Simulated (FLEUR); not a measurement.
# Collinear magnetic orders of AlNi3 with FLEUR

Aim: find out whether AlNi3 carries moments, and which collinear order costs least.

Method: PBE; all-electron FLAPW, Dirac cores, scalar-relativistic bands, in FLEUR MaX-R8.1.

### 1. The starting structure

Symmetry: Pm-3m, No. 221, cubic system. The conventional cell has a = 3.523 Å, b = 3.523 Å, c = 3.523 Å, α = 90.00°, β = 90.00°, γ = 90.00°. Nearest to Al lie 12 Ni at 2.49 Å. Ni has 4 Al at 2.49 Å and 8 Ni at 2.49 Å nearest. Farther neighbours are not listed.

As a file:

```cif
data_structure
_symmetry_space_group_name_H-M 'P 1'
_symmetry_Int_Tables_number 1
_cell_length_a 3.5231
_cell_length_b 3.5231
_cell_length_c 3.5231
_cell_angle_alpha 90.000
_cell_angle_beta 90.000
_cell_angle_gamma 90.000
_cell_volume 43.73
loop_
_atom_site_label
_atom_site_type_symbol
_atom_site_fract_x
_atom_site_fract_y
_atom_site_fract_z
_atom_site_occupancy
Al1 Al 0.00000 0.00000 0.00000 1
Ni2 Ni 0.00000 0.50000 0.50000 1
Ni3 Ni 0.50000 0.00000 0.50000 1
Ni4 Ni 0.50000 0.50000 0.00000 1
```

The cell comes from a database of computed structures and need not be the stable phase.

### 2. Run 1 (ferro +++)

The parallel start is the test of whether parallel moments hold.

inpgen writes inp.xml from crystal.txt; cutoffs, mixing, functional, smearing and local orbitals are then set in the file. The k list default-1 (kpts.xml, not shown) is a Γ-centred 10×10×10 mesh; where the ranks do not divide the number of points, some are split in two of half the weight.

inp.xml

```
<?xml version="1.0" encoding="UTF-8" standalone="no"?>
<fleurInput fleurInputVersion="0.39">
   <comment>
      AlNi3
   </comment>
   <calculationSetup>
      <cutoffs Kmax="4.14" Gmax="12.4" GmaxXC="12.4" numbands="0"/>
      <scfLoop itmax="90" minDistance="0.00002" maxIterBroyd="15" imix="Anderson" alpha="0.05" precondParam="0.0" spinf="2.0" sdNocoIR="T"/>
      <coreElectrons ctail="T" frcor="F" kcrel="0" coretail_lmax="0"/>
      <xcFunctional name="pbe" relativisticCorrections="F"/>
      <magnetism jspins="2"/>
      <soc l_soc="F" theta="0.0" phi="0.0" spav="F"/>
      <expertModes spex="0" secvar="F"/>
      <geometryOptimization l_f="F" forcealpha="1.0" forcemix="BFGS" epsdisp="0.00001" epsforce="0.00001"/>
      <ldaU l_linMix="F" mixParam="0.05" spinf="1.0"/>
   </calculationSetup>
   <cell>
      <bzIntegration valenceElectrons="57.0" mode="hist" fermiSmearingEnergy="0.00183747">
         <kPointListSelection listName="default-1"/>
         <xi:include xmlns:xi="http://www.w3.org/2001/XInclude" href="kpts.xml"> </xi:include>
      </bzIntegration>
      <xi:include xmlns:xi="http://www.w3.org/2001/XInclude" href="sym.xml"> </xi:include>
      <bulkLattice scale="1.0">
         <bravaisMatrix>
            <row-1>    6.6576085554405022     0.0000000000000000     0.0000000000000000</row-1>
            <row-2>    0.0000000000000000     6.6576085554405022     0.0000000000000000</row-2>
            <row-3>    0.0000000000000000     0.0000000000000000     6.6576085554405022</row-3>
         </bravaisMatrix>
      </bulkLattice>
   </cell>
   <atomSpecies>
      <species name="Aluminum (Al)" element="Al" atomicNumber="13">
         <mtSphere radius="1.81" gridPoints="599" logIncrement="0.019"/>
         <atomicCutoffs lmax="8" lnonsphr="6"/>
         <electronConfig flipSpins="F">
            <coreConfig>(1s1/2) (2s1/2) (2p1/2) (2p3/2)</coreConfig>
            <valenceConfig>(3s1/2) (3p1/2) (3p3/2)</valenceConfig>
            <stateOccupation state="(3p1/2)" spinUp="0.166667" spinDown="0.166667"/>
            <stateOccupation state="(3p3/2)" spinUp="0.333333" spinDown="0.333333"/>
         </electronConfig>
         <energyParameters s="3" p="3" d="3" f="4"/>
      </species>
      <species name="Nickel (Ni1.001" element="Ni" atomicNumber="28">
         <mtSphere radius="2.29" gridPoints="757" logIncrement="0.016"/>
         <atomicCutoffs lmax="8" lnonsphr="6"/>
         <electronConfig flipSpins="F">
            <coreConfig>(1s1/2) (2s1/2) (2p1/2) (2p3/2)</coreConfig>
            <valenceConfig>(3s1/2) (3p1/2) (3p3/2) (4s1/2) (3d3/2) (3d5/2)</valenceConfig>
            <stateOccupation state="(3d3/2)" spinUp="1.6" spinDown="1.6"/>
            <stateOccupation state="(3d5/2)" spinUp="2.9005" spinDown="1.8995"/>
         </electronConfig>
         <energyParameters s="4" p="4" d="3" f="4"/>
         <lo type="SCLO" l="0" n="3" eDeriv="0"/>
         <lo type="SCLO" l="1" n="3" eDeriv="0"/>
      </species>
   </atomSpecies>
   <atomGroups>
      <atomGroup species="Aluminum (Al)">
         <relPos label="                   1">.0000000000 .0000000000 .0000000000</relPos>
         <force calculate="T" relaxXYZ="TTT"/>
      </atomGroup>
      <atomGroup species="Nickel (Ni1.001">
         <relPos label="                   2">.0000000000 1.000/2.000 1.000/2.000</relPos>
         <relPos label="                   3">1.000/2.000 .0000000000 1.000/2.000</relPos>
         <relPos label="                   4">1.000/2.000 1.000/2.000 .0000000000</relPos>
         <force calculate="T" relaxXYZ="TTT"/>
      </atomGroup>
   </atomGroups>
   <output dos="F" band="F" slice="F">
      <bandDOS minEnergy="-.5*Htr" maxEnergy="0.5*Htr" sigma="0.015" storeEVData="T"/>
      <plotting iplot="0" polar="F">
         <plot TwoD="T" vec1="  1.0  0.0  0.0" vec2="  0.0  1.0  0.0" vec3="  0.0  0.0  1.0" zero="  0.0  0.0  0.0" file="plot"/>
      </plotting>
      <moessbauerParams electricFieldGradient="F" isomerShift="F" coreHyperfine="F" valenceHyperfine="F"/>
   </output>
</fleurInput>
```

crystal.txt

```
AlNi3
&input film=F cartesian=F /
3.52305472670  0.00000000000  0.00000000000
0.00000000000  3.52305472670  0.00000000000
0.00000000000  0.00000000000  3.52305472670
1.8897261246
1.0 1.0 1.0

4
13 0.00000000000  0.00000000000  0.00000000000
28 0.00000000000  0.50000000000  0.50000000000 : 1.001
28 0.50000000000  0.00000000000  0.50000000000 : 1.001
28 0.50000000000  0.50000000000  0.00000000000 : 1.001

&kpt div1=10 div2=10 div3=10 gamma=T /
```

On the command line:

```
> OMP_NUM_THREADS=1 inpgen -f crystal.txt > inpgen.log  # inp.xml is then edited as shown
> OMP_NUM_THREADS=1 mpirun -n 4 fleur_MPI > fleur.log
```

Log:

```text
Welcome to FLEUR        (www.flapw.de)
      MaX-Release 8.1          (www.max-centre.eu)

 ========== k-point set info ==========
 Selected k-point list: default-1
 k-point list type: mesh
 10 x 10 x 10
 Number of k points: 56

 ------------Calculation Setup---------------------------
 Number of MPI-tasks      :            4
 Number of PE/node        :            4
 Number of OMP-threads    :            1
 k-points in parallel     :            4
 pe's per k-point         :            1
 No of k-point loops      :           14
 Eigenvalue solver        :       lapack
 Number of basis functions:          389
 Approximate size of matrices (H+S) per k-point:         0.002 GB
 --------------------------------------------------------
 Iteration:     1   Distance:      21.76970046 me/bohr^3
 Iteration:     2   Distance:      20.39831122 me/bohr^3
 Iteration:     3   Distance:      15.51207532 me/bohr^3
 Iteration:     4   Distance:       4.12379994 me/bohr^3
 Iteration:     5   Distance:       3.12814425 me/bohr^3
 Iteration:     6   Distance:       1.86641809 me/bohr^3
 Iteration:     7   Distance:       1.61379300 me/bohr^3
 Iteration:     8   Distance:       1.07319250 me/bohr^3
 Iteration:     9   Distance:       0.75553225 me/bohr^3
 Iteration:    10   Distance:       0.26150926 me/bohr^3
 Iteration:    11   Distance:       0.19892464 me/bohr^3
 Iteration:    12   Distance:       0.09856968 me/bohr^3
 Iteration:    13   Distance:       0.05297050 me/bohr^3
 Iteration:    14   Distance:       0.01658161 me/bohr^3
 Iteration:    15   Distance:       0.01569342 me/bohr^3
 Iteration:    16   Distance:       0.01538329 me/bohr^3
 Iteration:    17   Distance:       0.00625879 me/bohr^3
 Iteration:    18   Distance:       0.00319854 me/bohr^3
 Iteration:    19   Distance:       0.00137736 me/bohr^3
 Iteration:    20   Distance:       0.00340844 me/bohr^3
 Iteration:    21   Distance:       0.00089027 me/bohr^3
 Iteration:    22   Distance:       0.00024878 me/bohr^3
 Iteration:    23   Distance:       0.00013410 me/bohr^3
 Iteration:    24   Distance:       0.00003989 me/bohr^3
 Iteration:    25   Distance:       0.00000686 me/bohr^3

 ********************************************************************
 Run finished successfully
 Stop message:
   all done
 ********************************************************************

--- out.xml (last complete iteration) ---
<iteration numberForCurrentRun="   25" overallNumber="   25">
         <energyParameters units="Htr">
            <atomicEP atomType="1" spin="1" branch="3s" branchLowest="-3.37" branchHighest="2.83" value="-0.0039158502"/>
            <atomicEP atomType="1" spin="1" branch="3p" branchLowest="-1.94" branchHighest="3.22" value="0.1290816556"/>
            <atomicEP atomType="1" spin="1" branch="3d" branchLowest="-9.99" branchHighest="3.10" value="0.2926243359"/>
            <atomicEP atomType="1" spin="1" branch="4f" branchLowest="-9.99" branchHighest="6.04" value="0.4551215294"/>
            <atomicEP atomType="2" spin="1" branch="4s" branchLowest="-3.43" branchHighest="1.71" value="0.2067850337"/>
            <atomicEP atomType="2" spin="1" branch="4p" branchLowest="-1.96" branchHighest="2.31" value="0.3471892971"/>
            <atomicEP atomType="2" spin="1" branch="3d" branchLowest="-9.99" branchHighest="0.40" value="0.2933453369"/>
            <atomicEP atomType="2" spin="1" branch="4f" branchLowest="-9.99" branchHighest="3.67" value="0.6672773081"/>
            <loAtomicEP atomType="2" spin="1" branch="3s" branchLowest="-35.42" branchHighest="-3.43" value="-3.4291121782"/>
            <loAtomicEP atomType="2" spin="1" branch="3p" branchLowest="-30.37" branchHighest="-1.96" value="-1.9743981200"/>
            <atomicEP atomType="1" spin="2" branch="3s" branchLowest="-3.37" branchHighest="2.83" value="-0.0067073474"/>
            <atomicEP atomType="1" spin="2" branch="3p" branchLowest="-1.94" branchHighest="3.22" value="0.1261296133"/>
            <atomicEP atomType="1" spin="2" branch="3d" branchLowest="-9.99" branchHighest="3.10" value="0.2895920644"/>
            <atomicEP atomType="1" spin="2" branch="4f" branchLowest="-9.99" branchHighest="6.04" value="0.4520633436"/>
            <atomicEP atomType="2" spin="2" branch="4s" branchLowest="-3.41" branchHighest="1.71" value="0.2040661262"/>
            <atomicEP atomType="2" spin="2" branch="4p" branchLowest="-1.95" branchHighest="2.31" value="0.3435405016"/>
            <atomicEP atomType="2" spin="2" branch="3d" branchLowest="-9.99" branchHighest="0.41" value="0.3015204377"/>
            <atomicEP atomType="2" spin="2" branch="4f" branchLowest="-9.99" branchHighest="3.68" value="0.6630066685"/>
            <loAtomicEP atomType="2" spin="2" branch="3s" branchLowest="-35.41" branchHighest="-3.41" value="-3.4172025984"/>
            <loAtomicEP atomType="2" spin="2" branch="3p" branchLowest="-30.37" branchHighest="-1.95" value="-1.9628158539"/>
         </energyParameters>
         <bandgap value="0.0038780452" units="eV"/>
         <sumValenceSingleParticleEnergies value="-46.9603240530" units="Htr"/>
         <FermiEnergy value="0.3625660846" units="Htr"/>
         <valenceDensity>
            <mtCharges spin="1">
               <mtCharge atomType="1" total="0.3378633" s="0.1558704" p="0.1477051" d="0.0312271" f="0.0026313"/>
               <mtCharge atomType="2" total="8.7458059" s="1.2251335" p="3.2234424" d="4.2819750" f="0.0118324"/>
            </mtCharges>
            <mtCharges spin="2">
               <mtCharge atomType="1" total="0.3458614" s="0.1562259" p="0.1533736" d="0.0330716" f="0.0027529"/>
               <mtCharge atomType="2" total="8.4930080" s="1.2273509" p="3.2314192" d="4.0187876" f="0.0120800"/>
            </mtCharges>
            <spinDependentCharge spin="1" total="28.8454343" interstitial="2.2701534" mtSpheres="26.5752809"/>
            <spinDependentCharge spin="2" total="28.1545657" interstitial="2.3296803" mtSpheres="25.8248854"/>
            <totalCharge value="57.0000000000"/>
         </valenceDensity>
         <coreStates atomType="     1" atomicNumber=" 13" spin="1" kinEnergy="    120.1281035209" eigValSum="    -64.2883862783" lostElectrons=" 0.014553">
            <state n="1" l="0" j="0.5" energy="-54.9450118248" weight="1.0000000000"/>
            <state n="2" l="0" j="0.5" energy="-3.3981636799" weight="1.0000000000"/>
            <state n="2" l="1" j="0.5" energy="-1.9925238459" weight="1.0000000000"/>
            <state n="2" l="1" j="1.5" energy="-1.9763434638" weight="2.0000000000"/>
         </coreStates>
         <coreStates atomType="     1" atomicNumber=" 13" spin="2" kinEnergy="    120.1283868135" eigValSum="    -64.2890924927" lostElectrons=" 0.014570">
            <state n="1" l="0" j="0.5" energy="-54.9451095673" weight="1.0000000000"/>
            <state n="2" l="0" j="0.5" energy="-3.3982942683" weight="1.0000000000"/>
            <state n="2" l="1" j="0.5" energy="-1.9926833134" weight="1.0000000000"/>
            <state n="2" l="1" j="1.5" energy="-1.9765026718" weight="2.0000000000"/>
         </coreStates>
         <coreStates atomType="     2" atomicNumber=" 28" spin="1" kinEnergy="    677.2221183115" eigValSum="   -427.6263261336" lostElectrons=" 0.000000">
            <state n="1" l="0" j="0.5" energy="-301.0708631817" weight="1.0000000000"/>
            <state n="2" l="0" j="0.5" energy="-35.4165762425" weight="1.0000000000"/>
            <state n="2" l="1" j="0.5" energy="-30.8079673438" weight="1.0000000000"/>
            <state n="2" l="1" j="1.5" energy="-30.1654596828" weight="2.0000000000"/>
         </coreStates>
         <coreStates atomType="     2" atomicNumber=" 28" spin="2" kinEnergy="    677.2807567045" eigValSum="   -427.6069740015" lostElectrons=" 0.000000">
            <state n="1" l="0" j="0.5" energy="-301.0709083205" weight="1.0000000000"/>
            <state n="2" l="0" j="0.5" energy="-35.4106066200" weight="1.0000000000"/>
            <state n="2" l="1" j="0.5" energy="-30.8035902723" weight="1.0000000000"/>
            <state n="2" l="1" j="1.5" energy="-30.1609343944" weight="2.0000000000"/>
         </coreStates>
         <allElectronCharges>
            <spinDependentCharge spin="1" total="48.8454343" interstitial="2.2845131" mtSpheres="46.5609212"/>
            <spinDependentCharge spin="2" total="48.1545657" interstitial="2.3440565" mtSpheres="45.8105092"/>
            <totalCharge value="96.9999999772"/>
         </allElectronCharges>
         <magneticMomentsInMTSpheres units="muBohr">
            <globalMagMoment atomType="1" vec="0.00000   0.00000  -0.00798"/>
            <localMagMoment atomType="1" vec="0.00000   0.00000  -0.00798"/>
            <globalMagMoment atomType="2" vec="0.00000   0.00000   0.25280"/>
            <localMagMoment atomType="2" vec="0.00000   0.00000   0.25280"/>
         </magneticMomentsInMTSpheres>
         <moessbauerParams unitsHFF="kG" unitsIS="e/bohr^3" unitsEFG="Htr/bohr^2">
         </moessbauerParams>
         <totalEnergy value="    -4805.3839323605" units="Htr">
            <sumOfEigenvalues value="    -2741.2377032293">
               <coreElectrons value="-2694.2773791763"/>
               <valenceElectrons value="-46.9603240530"/>
            </sumOfEigenvalues>
            <densityCoulombPotentialIntegral value="-7348.0078627354"/>
            <densityEffectivePotentialIntegral value="-7620.1217355547"/>
            <chargeDenXCDenIntegral value="-209.5800656934"/>
            <FockExchangeEnergyValence value="0.0000000000"/>
            <FockExchangeEnergyCore value="0.0000000000"/>
            <atomTypeDependentContributions atomType="1">
               <electronNucleiInteractionDifferentMTs value="285.1151854927"/>
               <MadelungTerm value="-8.8404792157"/>
            </atomTypeDependentContributions>
            <atomTypeDependentContributions atomType="2">
               <electronNucleiInteractionDifferentMTs value="5478.1816125180"/>
               <MadelungTerm value="-28.5466903984"/>
            </atomTypeDependentContributions>
            <tkbTimesEntropy value="0.0010205829"/>
            <freeEnergy value="-4805.3849529433"/>
            <extrapolationTo0K value="-4805.3844426519"/>
         </totalEnergy>
         <densityConvergence units="me/bohr^3">
            <chargeDensity spin="1" distance="0.0000041066"/>
            <chargeDensity spin="2" distance="0.0000030567"/>
            <overallChargeDensity distance="0.0000023081"/>
            <spinDensity distance="0.0000068621"/>
         </densityConvergence>
      </iteration>
```

Elapsed: 89 s, on 4 MPI ranks of Intel Xeon Platinum 8259CL at 2.50GHz (Skylake/Cascade Lake), shared host; peak memory 0.25 GiB; 5.9 min of CPU time.

Spin moment in the muffin-tin sphere by atom:

```
atom  spin moment in the muffin-tin sphere (μB)
 Al1                                     -0.008
 Ni2                                      0.253
 Ni3                                      0.253
 Ni4                                      0.253
```

Read from the output:

* free energy: -130761.1860 eV
* program's band gap on this mesh (in a metal only a level spacing): 0.003878 eV
* magnetization: 0.6909 μB
* final state: ferromagnetic

After 25 cycles the largest moment stands at 0.253 μB.

(Part 1 of 4 ends here.)

[Logs and program files are shortened in this print: banners, set-up blocks, solver, clock and traceback lines can be left out without a mark of their own.]

[Logs are printed without paths, hosts, clocks, repeated set-up lines and the standing remarks that a program may print on its own settings, such as how far it seeks lower states.]

[Hosts, paths, dates, database ids (printed as entryN), source tags and the programs' standing remarks are cut or masked in the printed files.]

[Where a cell is said to come from a database of computed structures, the database is the Materials Project.]
